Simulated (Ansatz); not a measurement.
# Lattice dynamics of Li (Im-3m, 1 atom in the cell)

How does Li (Im-3m, 1 atom in the cell) vibrate, and is this structure a minimum?

Method: DFT PBEsol, scalar-relativistic, plane waves, PAW; PAW set soft_1, in Ansatz 0.2.0.

## 1. Set-up

The structure is cubic, space group Im-3m (No. 229). Conventional cell: a = 3.509 Å, b = 3.509 Å, c = 3.509 Å, α = 90.00°, β = 90.00°, γ = 90.00°. Nearest to Li lie 8 Li at 3.04 Å.

## 2. Bringing the structure to rest

Harmonic phonons are second derivatives at a point where the forces vanish, and they are wanted at zero stress, so atoms and cell are relaxed first.

The input, input.yaml:

```yaml
crystal:
  lattice:
    - [-1.75465, 1.75465, 1.75465]
    - [1.75465, -1.75465, 1.75465]
    - [1.75465, 1.75465, -1.75465]
  atoms:
    - { symbol: Li, position: [0.0, 0.0, 0.0] }
kpoints:
  mp_grid: { grid: [16, 16, 16] }
hamiltonian:
  xc: pbesol
  pseudopotentials: { kind: paw, azcp: { folder: soft_1 }, xc_functional: pbe }
scf:
  occupations: { method: gaussian, width: 0.1 }
output:
  forces: true
  stress: true
  eigenvalues: true
  write_density: true
  write_potential: true
  elf: true
  volumetric_format: npy
relax:
  adjacent_minimum: "off"
  f_tol: 0.005
  max_steps: 80
  cell: { stress_tol: 0.05 }
```

Run with:

```bash
> ansatz run input.yaml --threads 4 --pin off --max-ram 10240MiB --backend cpu --events-out ev --progress --plain --runs-dir out
```

Numbers of over 12 decimals in the logs are rounded to 6 here.

Log:

```text
Engine: ansatz 0.2.0, x86_64-unknown-linux-gnu
Pseudopotentials: kind: paw
Pseudopotential: Li, paw, valence charge 3, recommended cutoff 420 eV (normal), soft_1/Li.paw.azcp
Functional definition: PBEsol
  exchange = pbesol_x
  correlation = pbesol_c
Crystal: 1 atoms, lattice volume = 21.609 Å³
Basis set: ecut = 420 eV, 429 PW (Γ), exchange–correlation on 48×48×48 points (8 copies of the dense FFT grid, shifted against one another)
Bands: 6, of which v1, the nominal top of the filled ones, is band 2 counted from 1 (1 counted from 0)
Symmetry: 48 space group operations
Space group: Im-3m (ITA 229), of the structure as read, at distance tolerance 2.8e-5 Å
k-points: 145 of 4096
Non-local potential: Li, projectors of the file, l = 0: 3, l = 1: 2, l = 2: 1
PAW form: soft (Blöchl's): semilocal exchange-correlation on the pseudo side does not see the compensation charge
PAW one-centre angular grid: Li, 110 points (default); XC on 64 Gauss nodes
Initial density: superposition of atomic densities (chi_scale 0.1, normalization cell)
Initial wavefunctions: pseudopotential atomic-orbital guess
Functional: x = pbesol(κ = 0.804, μ = 0.123457), c = pbesol(β = 0.046)
SCF iter   1: F=—  HF=-203.000940 eV  |F-HF|=—  |Δ(HF+E_count)|=         —  Δρ=3.86e-3  dr2=3.68e-3  ethr=3.10e-3  ⟨swp⟩=3.8  Hψ=6546  notcnv=0
preconditioner: auto → none  [metal: Δε(μ)=0.036 eV  Ē_g=10.257 eV  σ=0.100 eV  W_gap=0.20  n_scr=0 (ndim 8)  ℏωp=8.0 eV  f_vac=0.000  D(μ)=0.58/eV (n_scr^D=0)]
SCF iter   2: F=—  HF=-202.996413 eV  |F-HF|=—  |Δ(HF+E_count)|=   4.53e-3  Δρ=1.73e-3  dr2=8.36e-4  ethr=1.23e-4  ⟨swp⟩=1.6  Hψ=2128  notcnv=0  defer=12
SCF iter   3: F=—  HF=-202.996043 eV  |F-HF|=—  |Δ(HF+E_count)|=   3.70e-4  Δρ=1.61e-4  dr2=3.09e-6  ethr=2.79e-5  ⟨swp⟩=2.0  Hψ=958  notcnv=0  defer=15
SCF iter   4: F=—  HF=-202.996048 eV  |F-HF|=—  |Δ(HF+E_count)|=   5.22e-6  Δρ=9.30e-6  dr2=1.01e-8  ethr=3.33e-9  ⟨swp⟩=8.2  Hψ=5294  notcnv=0
SCF iter   5: F=-202.996048 eV  HF=-202.996048 eV  |F-HF|=1.28e-10  |Δ(HF+E_count)|=   1.08e-8  Δρ=6.48e-7  dr2=4.66e-11  ethr=3.37e-10  ⟨swp⟩=3.2  Hψ=2741  notcnv=0
SCF 1 converged in 5 iterations: F = -202.996048 eV  dr2 = 4.66e-11
  greatest PAW one-centre occupation: 0.999 electrons in one spin orbital (limit 2), on the Li atom at site 0 (counted from 0), in its partial waves of l = 0
relax step   1: F+E_penalty+E_count = -202.99604828 eV  Δ(F+E_penalty+E_count) = +0.000e0 eV  max|allowed force component| = 0.000e0 eV/Å  Δτ_max = 0.0000 Å  P = -0.797 GPa  Ω = 21.609 Å³  (5 SCF iters, dr2 threshold 1.00e-7 eV, accepted)
Crystal: 1 atoms, lattice volume = 21.029 Å³
Basis set: ecut = 420 eV, 381 PW (Γ), exchange–correlation on 48×48×48 points (8 copies of the dense FFT grid, shifted against one another)
Initial density: handed on by an earlier stage of this run
Initial wavefunctions: those handed on with the density
iter 1 solved again at ethr=1.46e-7 eV; its pass at ethr=3.10e-3 eV (dr2=4.39e-6 eV) is discarded
SCF iter   1: F=—  HF=-202.998390 eV  |F-HF|=—  |Δ(HF+E_count)|=         —  Δρ=1.33e-4  dr2=4.23e-6  ethr=1.46e-7  ⟨swp⟩=2.1  Hψ=9158  notcnv=0
preconditioner: auto → none  [metal: Δε(μ)=0.036 eV  Ē_g=10.445 eV  σ=0.100 eV  W_gap=0.20  n_scr=0 (ndim 8)  ℏωp=8.1 eV  f_vac=0.000  D(μ)=0.58/eV (n_scr^D=0)]
SCF iter   2: F=—  HF=-202.998383 eV  |F-HF|=—  |Δ(HF+E_count)|=   7.00e-6  Δρ=6.71e-5  dr2=1.06e-6  ethr=1.41e-7  ⟨swp⟩=1.8  Hψ=981  notcnv=0
SCF iter   3: F=-202.998382 eV  HF=-202.998382 eV  |F-HF|=1.99e-10  |Δ(HF+E_count)|=   1.80e-6  Δρ=2.82e-6  dr2=5.25e-10  ethr=3.33e-9  ⟨swp⟩=4.0  Hψ=3042  notcnv=0
SCF 2 converged in 3 iterations: F = -202.998382 eV  dr2 = 5.25e-10
  greatest PAW one-centre occupation: 1.000 electrons in one spin orbital (limit 2), on the Li atom at site 0 (counted from 0), in its partial waves of l = 0
relax step   2: F+E_penalty+E_count = -202.99838153 eV  Δ(F+E_penalty+E_count) = -2.333e-3 eV  max|allowed force component| = 0.000e0 eV/Å  Δτ_max = 0.0000 Å  P = -0.484 GPa  Ω = 21.029 Å³  energy of the carried Pulay correction = +5.331e-6 eV  (3 SCF iters, dr2 threshold 1.00e-7 eV, accepted)
Crystal: 1 atoms, lattice volume = 20.193 Å³
iter 1 solved again at ethr=3.78e-7 eV; its pass at ethr=3.10e-3 eV (dr2=1.13e-5 eV) is discarded
SCF iter   1: F=—  HF=-202.999604 eV  |F-HF|=—  |Δ(HF+E_count)|=         —  Δρ=2.19e-4  dr2=1.10e-5  ethr=3.78e-7  ⟨swp⟩=2.1  Hψ=9236  notcnv=0
preconditioner: auto → none  [metal: Δε(μ)=0.035 eV  Ē_g=10.721 eV  σ=0.100 eV  W_gap=0.19  n_scr=0 (ndim 8)  ℏωp=8.3 eV  f_vac=0.000  D(μ)=0.58/eV (n_scr^D=0)]
SCF iter   2: F=—  HF=-202.999589 eV  |F-HF|=—  |Δ(HF+E_count)|=   1.48e-5  Δρ=1.11e-4  dr2=2.77e-6  ethr=3.67e-7  ⟨swp⟩=1.5  Hψ=938  notcnv=0
SCF iter   3: F=-202.999585 eV  HF=-202.999585 eV  |F-HF|=6.73e-11  |Δ(HF+E_count)|=   3.69e-6  Δρ=4.17e-6  dr2=1.13e-9  ethr=3.33e-9  ⟨swp⟩=4.1  Hψ=3045  notcnv=0
SCF 3 converged in 3 iterations: F = -202.999585 eV  dr2 = 1.13e-9
relax step   3: F+E_penalty+E_count = -202.99958527 eV  Δ(F+E_penalty+E_count) = -1.204e-3 eV  max|allowed force component| = 0.000e0 eV/Å  Δτ_max = 0.0000 Å  P = +0.041 GPa  Ω = 20.193 Å³  energy of the carried Pulay correction = +1.347e-5 eV  (3 SCF iters, dr2 threshold 1.00e-7 eV, accepted)
Basis set: ecut = 420 eV, 381 PW (Γ), exchange–correlation on 40×40×40 points (8 copies of the dense FFT grid, shifted against one another)
Initial wavefunctions: pseudopotential atomic-orbital guess (no wavefunctions were taken with the density)
iter 1 solved again at ethr=5.04e-10 eV; its pass at ethr=3.10e-3 eV (dr2=1.51e-8 eV) is discarded
SCF iter   1: F=—  HF=-202.999566 eV  |F-HF|=—  |Δ(HF+E_count)|=         —  Δρ=4.89e-6  dr2=3.68e-10  ethr=5.04e-10  ⟨swp⟩=3.1  Hψ=9425  notcnv=0
preconditioner: auto → none  [metal: Δε(μ)=0.035 eV  Ē_g=10.722 eV  σ=0.100 eV  W_gap=0.19  n_scr=0 (ndim 8)  ℏωp=8.3 eV  f_vac=0.000  D(μ)=0.58/eV (n_scr^D=0)]
SCF iter   2: F=—  HF=-202.999566 eV  |F-HF|=—  |Δ(HF+E_count)|=   5.03e-9  Δρ=2.46e-6  dr2=1.02e-10  ethr=1.23e-11  ⟨swp⟩=2.0  Hψ=1089  notcnv=0
SCF iter   3: F=-202.999566 eV  HF=-202.999566 eV  |F-HF|=5.60e-12  |Δ(HF+E_count)|=  9.57e-11  Δρ=2.74e-7  dr2=3.33e-12  ethr=1.00e-12  ⟨swp⟩=2.5  Hψ=2711  notcnv=0
SCF 4 converged in 3 iterations: F = -202.999566 eV  dr2 = 3.33e-12
relax step   4: F+E_penalty+E_count = -202.99956633 eV  Δ(F+E_penalty+E_count) = +1.894e-5 eV  max|allowed force component| = 0.000e0 eV/Å  Δτ_max = 0.0000 Å  P = +0.043 GPa  Ω = 20.193 Å³  stress off target by 4.26e-2 GPa  SCF on the basis re-selected at this cell (its energy is not comparable with the rows above)  (3 SCF iters)
basis re-selected at this cell: Δ(F+E_penalty+E_count) = +1.894e-5 eV, ΔP = +0.001 GPa vs the last step (what re-selecting the basis moved, of the pressure what is left beyond the Pulay correction that the steps carried, after the strain that the cell walked since its last selection, with what the two solves' SCF thresholds leave and, on support functions, any second-order correction that the steps lacked; it is no measure of the basis error at this ecutwfc). The dense FFT grid was sized anew with the basis: this SCF ran on 20×20×20 points, the steps before it on 24×24×24, so part of this shift can come from that change (see relax.cell in the input reference). [rest of the remark cut]
SCF converged after 3 iterations
Free energy (F): -202.999566 eV
Harris-Foulkes:  -202.999566 eV  (|F-HF|=5.60e-12)
Internal energy: -202.996688 eV  (E = F + TS)
E sigma→0 (E₀):  -202.998127 eV
Entropy (-TS):   -0.002878 eV (-2.878 meV/atom)
Fermi energy:    1.010191 eV
--- Per-component energies (eV) ---
  E_band       = -90.161046
  E_kinetic    = 15.629532
  E_local      = -139.735215  (includes V_loc(G=0)·N_el)
  E_nonlocal   = -19.708354
  E_hartree    = 40.212674
  E_xc         = -8.119442
  E_vxc        = -10.526590  (∫ρ·V_xc dr)
  E_paw        = -22.542926  (= ΣΔE_a)
  E_vpaw       = -16.246041  (= ΣTr[D̂ρ^β])
  E_aug_tail   = 0.000253  (compensation charges beyond the density's cutoff)
  E_ewald      = -68.733211
  E_smearing   = -0.002878  (= −TS)
  E_closure    = -0.000000  (closes the sum)
  Σ components = -202.999566   (vs F -202.999566, Δ=0.00e0)
--- Forces (eV/Å), atoms counted from 1 ---
  atom   1  Li     0.00000000    -0.00000000    -0.00000000
  max |Σ_I F_I| component: 5.55e-32 eV/Å
--- Stress (GPa, compression-positive) ---
        0.042579      -0.000000       0.000000
        0.000000       0.042579      -0.000000
       -0.000000      -0.000000       0.042579
  P = ⅓ Tr σ = 0.0426 GPa (0.426 kbar)
--- Band table (eV; the first three rows and the last of 145) ---
  k-point 0: bands = ["-44.9160", "-2.5527", "15.7312", "15.7312", "15.7312", "20.3869"]
  k-point 1: bands = ["-44.9152", "-2.4786", "15.2142", "15.3437", "15.5975", "19.2540"]
  k-point 2: bands = ["-44.9130", "-2.2563", "13.7185", "14.5252", "15.2193", "18.1954"]
  k-point 144: bands = ["-44.8812", "6.5619", "6.5619", "6.5619", "8.7991", "8.7991"]
--- Relaxed structure (3 steps of the walk, 3 accepted, 1 SCFs on fresh bases) ---
  F+E_penalty+E_count = -202.99956633 eV   max|allowed force component| = 0.000e0 eV/Å   (the final SCF, on the basis selected at the relaxed cell)
  cell:  # Å, volume = 20.1926 Å³
    - [-1.715448, 1.715448, 1.715448]
    - [1.715448, -1.715448, 1.715448]
    - [1.715448, 1.715448, -1.715448]
  atoms:
    - { symbol: Li, position: [0.0, 0.0, 0.0] }
```

The job ended after 1.2 s (4 threads of Intel Xeon Platinum 8488C (Sapphire Rapids), shared host; peak memory 0.35 GiB; 3.7 s of CPU time).

Step by step:

```tsv
step	energy less that of the first step (eV)	largest force component (eV/Å)	pressure (GPa)	volume (Å³)
1	0.0000	0.0000	-0.80	21.61
2	-0.0023	0.0000	-0.48	21.03
3	-0.0035	0.0000	0.04	20.19
4*	-0.0035	0.0000	0.04	20.19
```

Relaxation steps marked * repeat the geometry before them on a plane-wave basis chosen anew for their cell, so energy and pressure can jump there.

```tsv
conventional cell, symmetrised	before	after	change
a (Å)	3.509	3.431	-2.2 %
b (Å)	3.509	3.431	-2.2 %
c (Å)	3.509	3.431	-2.2 %
volume (Å³/atom)	21.61	20.19	-6.6 %
```

The relaxed structure:

```xyz
1
Lattice="-1.7154 1.7154 1.7154 1.7154 -1.7154 1.7154 1.7154 1.7154 -1.7154" Properties=species:S:1:pos:R:3 pbc="T T T"
Li    0.0000    0.0000    0.0000
```

Numbers from this step:

```yaml
pressure: 0.04258 GPa
volume_per_atom: 20.19 Å³
gap_on_the_k_mesh: 0 eV
```

ELF in the ac plane of the conventional cell at fractional y = 0.000, with atoms of Li within 0.2 Å of it. It is the smooth field of the valence electrons, not physical close to the nuclei.

Ten even steps from '_' (0.04) to '@' (0.96), each cell a mean:
```
@@##::__..==****++--____==%%
++--____::==******==..__..==
______..--++******++::______
____..--++**********==::..__
::--==++**************++==--
++++**********************++
****************************
****************************
====++****************++====
....::==++**********++--::..
______..==********++--..____
::..____::++******==..____::
%%**..__..==****++--____--##
@@%%::__..==****++::____++@@
```
Columns run along a (3.4 Å), rows up along c (3.4 Å), edges of the conventional cell, whose origin can differ from the input's. Atoms in or near the plane, at fractional coordinates: Li at (0.00, 0.00).

Electrostatic potential energy in the ac plane of the conventional cell at fractional y = 0.000, with atoms of Li within 0.2 Å of it. With pseudopotentials it is smooth inside the atoms' cores, unlike the true potential.

Ten even steps from '0' (-32 eV) to '9' (4 eV), each cell a mean:
```
00479999998620
13689999999752
67899999999876
88999999999998
99999999999999
99999999999999
99999999999999
99999999999999
99999999999999
89999999999999
77899999999987
34789999999864
01479999998730
00378999998610
```
Columns run along a (3.4 Å; values clipped at the 3rd and 97th percentile), rows up along c (3.4 Å), edges of the conventional cell, whose origin can differ from the input's. Atoms in or near the plane, at fractional coordinates: Li at (0.00, 0.00).

Valence density in the ac plane of the conventional cell at fractional y = 0.000, with atoms of Li within 0.2 Å of it. It is the smooth field of the valence electrons, not physical close to the nuclei.

Ten steps, logarithmic in the rise over the least value, from '_' (0.1 e/Å³) to '@' (8.6 e/Å³), each cell a mean:
```
@@%%==________________..**%%
**++..__________________--**
..________________________..
____________________________
____________________________
____________________________
____________________________
____________________________
____________________________
____________________________
____________________________
==--____________________..==
%%##--__________________++%%
@@%%==________________..**@@
```
Columns run along a (3.4 Å), rows up along c (3.4 Å), edges of the conventional cell, whose origin can differ from the input's. Atoms in or near the plane, at fractional coordinates: Li at (0.00, 0.00).

In this step the volume went from 21.61 to 20.19 Å³/atom.

## 3. Tight relaxation

Phonons need a cell at rest on their own settings, so the relaxation is repeated with tight tolerances on forces and stress, using the mesh and the filling of the phonon run that follows.

input.yaml, the sections that differ from step 2:

```yaml
crystal:
  lattice:
    - [-1.7154481713, 1.7154481713, 1.7154481713]
    - [1.7154481713, -1.7154481713, 1.7154481713]
    - [1.7154481713, 1.7154481713, -1.7154481713]
  atoms:
    - { symbol: Li, position: [0.0, 0.0, 0.0] }
scf:
  occupations: { method: methfessel_paxton, width: 0.2 }
relax:
  adjacent_minimum: "off"
  f_tol: 0.001
  max_steps: 60
  cell: { stress_tol: 0.01 }
# kpoints, hamiltonian, output: as in step 2
```

Log:

```text
[...]
Crystal: 1 atoms, lattice volume = 20.193 Å³
Basis set: ecut = 420 eV, 381 PW (Γ), exchange–correlation on 40×40×40 points (8 copies of the dense FFT grid, shifted against one another)
Bands: 6, of which v1, the nominal top of the filled ones, is band 2 counted from 1 (1 counted from 0)
Symmetry: 48 space group operations
[...]
k-points: 145 of 4096
[...]
-0.000000       0.000000      -0.000196
  P = ⅓ Tr σ = -0.0002 GPa (-0.002 kbar)
--- Band table (eV; the first three rows and the last of 145) ---
[...]
--- Relaxed structure (3 steps of the walk, 3 accepted, 1 SCFs on fresh bases) ---
[...]
cell:  # Å, volume = 20.2511 Å³
    - [-1.717103, 1.717103, 1.717103]
    - [1.717103, -1.717103, 1.717103]
    - [1.717103, 1.717103, -1.717103]
  atoms:
    - { symbol: Li, position: [0.0, 0.0, 0.0] }
[key lines of the parts left out:]
SCF converged after 3 iterations
Free energy (F): -202.998606 eV
Fermi energy:    1.000674 eV
```

Wall time 1.1 s (4 threads); peak memory 0.35 GiB.

Little changed from the start: no atom moved by 0.005 Å and no cell edge by 0.1 %.

Numbers from this step:

- pressure: -1.96e-4 GPa
- volume per atom: 20.25 Å³

Electrostatic potential energy in the ac plane of the conventional cell at fractional y = 0.000, with atoms of Li within 0.2 Å of it. With pseudopotentials it is smooth inside the atoms' cores, unlike the true potential.

Ten even steps from '0' (-32 eV) to '9' (4 eV), each cell a mean:
```
00479999998620
13689999999752
67899999999876
88999999999998
99999999999999
99999999999999
99999999999999
99999999999999
99999999999999
89999999999999
77899999999987
34789999999864
01479999998730
00378999998610
```
Columns run along a (3.4 Å; values clipped at the 3rd and 97th percentile), rows up along c (3.4 Å), edges of the conventional cell, whose origin can differ from the input's. Atoms in or near the plane, at fractional coordinates: Li at (0.00, 0.00).

Valence density in the ac plane of the conventional cell at fractional y = 0.000, with atoms of Li within 0.2 Å of it. It is the smooth field of the valence electrons, not physical close to the nuclei.

Values in e/Å³, 14 rows by 14 columns, each cell a mean:
```
6.3 3.4 0.5 0.1 0.1 0.1 0.1 0.1 0.1 0.1 0.1 0.1 1.3 4.5
1.9 1.0 0.2 0.1 0.1 0.1 0.1 0.1 0.1 0.1 0.1 0.1 0.4 1.3
0.1 0.1 0.1 0.1 0.1 0.1 0.1 0.1 0.1 0.1 0.1 0.1 0.1 0.1
0.1 0.1 0.1 0.1 0.1 0.1 0.1 0.1 0.1 0.1 0.1 0.1 0.1 0.1
0.1 0.1 0.1 0.1 0.1 0.1 0.1 0.1 0.1 0.1 0.1 0.1 0.1 0.1
0.1 0.1 0.1 0.1 0.1 0.1 0.1 0.1 0.1 0.1 0.1 0.1 0.1 0.1
0.1 0.1 0.1 0.1 0.1 0.1 0.1 0.1 0.1 0.1 0.1 0.1 0.1 0.1
0.1 0.1 0.1 0.1 0.1 0.1 0.1 0.1 0.1 0.1 0.1 0.1 0.1 0.1
0.1 0.1 0.1 0.1 0.1 0.1 0.1 0.1 0.1 0.1 0.1 0.1 0.1 0.1
0.1 0.1 0.1 0.1 0.1 0.1 0.1 0.1 0.1 0.1 0.1 0.1 0.1 0.1
0.1 0.1 0.1 0.1 0.1 0.1 0.1 0.1 0.1 0.1 0.1 0.1 0.1 0.1
0.8 0.4 0.1 0.1 0.1 0.1 0.1 0.1 0.1 0.1 0.1 0.1 0.2 0.5
4.7 2.5 0.4 0.1 0.1 0.1 0.1 0.1 0.1 0.1 0.1 0.1 1.0 3.4
8.6 4.7 0.8 0.1 0.1 0.1 0.1 0.1 0.1 0.1 0.1 0.1 1.9 6.3
```
Columns run along a (3.4 Å), rows up along c (3.4 Å), edges of the conventional cell, whose origin can differ from the input's. Atoms in or near the plane, at fractional coordinates: Li at (0.00, 0.00).

ELF in the ac plane of the conventional cell at fractional y = 0.000, with atoms of Li within 0.2 Å of it. It is the smooth field of the valence electrons, not physical close to the nuclei.

Ten even steps from '0' (0.04) to '9' (0.96), each cell a mean:
```
97201466530048
53002466641014
00013566652000
00135666664210
23456666666543
55666666666665
66666666666666
66666666666666
44566666666544
11245666665321
00024666653100
21002566641002
86101466530037
98201466520059
```
Columns run along a (3.4 Å), rows up along c (3.4 Å), edges of the conventional cell, whose origin can differ from the input's. Atoms in or near the plane, at fractional coordinates: Li at (0.00, 0.00).

The forces vanish by symmetry and the pressure is 0.000 GPa, within the tolerances set. The cell now holds 20.25 Å³/atom.

(Part 1 of 2 ends here.)

[Logs are printed without paths, hosts, clocks, repeated set-up lines and the standing remarks that a program may print on its own settings, such as how far it seeks lower states.]

[Hosts, paths, dates, database ids (printed as entryN), source tags and the programs' standing remarks are cut or masked in the printed files.]
